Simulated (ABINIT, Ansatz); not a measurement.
**Quasiparticle gap of TlIO3 (R3m) in ABINIT**

It takes space group R3m (No. 160, trigonal). Conventional cell: a = 6.302 Å, b = 6.302 Å, c = 7.966 Å, α = 90.00°, β = 90.00°, γ = 120.00°. Nearest to Tl lie 3 O at 2.94 Å. Nearest to I lie 3 O at 1.82 Å. Nearest to O lie 1 I at 1.82 Å. Farther neighbours, and contacts between anions beyond the nearest, are not listed.

```
method               : RPA screening on PBEsol, plane waves, norm-conserving pseudopotentials (and 2 further levels or steps)
program              : ABINIT 10.8.3
settings             : cutoff 42 Ha, PseudoDojo scalar-relativistic 0.4 stringent, norm-conserving, ngkpt (2, 2, 2), nband 176, ecuteps 6.5 Ha, inclvkb 2, shiftk (0, 0, 0), symchi 1, awtr 1, frequency ppm, 2×2×2 k-mesh
cost                 : 5 runs, 4.6 min in all on 4 MPI ranks of Arm Neoverse V1, shared host
notes                : The cell and positions are those that the Materials Project relaxed with its own functionals (PBE, PBE+U or r2SCAN), kept fixed. Limits: no spin-orbit coupling. The 2×2×2 mesh is coarse for this cell, which bears on the long-range parts of exchange and screening.
PBEsol gap           : 2.68 eV, indirect (only 7 meV under the direct gap)
G0W0 gap on the mesh : 4.17 eV
GW settings          : 2×2×2 mesh, 176 bands, screening to 176.9 eV, Godby-Needs plasmon pole
known limits         : short of the basis limit; no spin-orbit coupling; coarse k mesh
```

G0W0 moves the gap on the mesh from 2.69 eV to 4.17 eV (+1.48 eV), with Z of 0.80 and 0.82 at the edges. Local fields lower the RPA ε∞ on this mesh from 6.22 to 5.16; a Γ-centred mesh this coarse tends to raise both, most where the direct gap is narrow, while a short band sum lowers them.

[Long decimals in the printed logs are rounded to 6 places.]

[Logs are printed without paths, hosts, clocks, repeated set-up lines and the standing remarks that a program may print on its own settings, such as how far it seeks lower states.]

[Paths, hosts, dates, memory and timing lines, banners, echoed tables and standing remarks are left out of the program output; an Ansatz launch command may be rebuilt from the run's recorded settings. Measured values are a selection of at most five: reports struck by readers or far from the other reports are left out. None is set beside runs whose start may be inverted or whose files or cutoffs have a known fault.]

[Runs of the session that timed out or met a known fault of the program may be left out.]

[Hosts, paths, dates, database ids (printed as entryN), source tags and the programs' standing remarks are cut or masked in the printed files.]

[G0W0 gaps are taken among the corrected bands and points alone; a level outside them can change the order at an edge.]

[Where Ansatz stands beside ABINIT at settings called matched, ABINIT's density can come from a denser mesh and the files from another edition; pairs whose starting gaps differed by over 0.03 eV were left out, so agreement reads better than it is.]
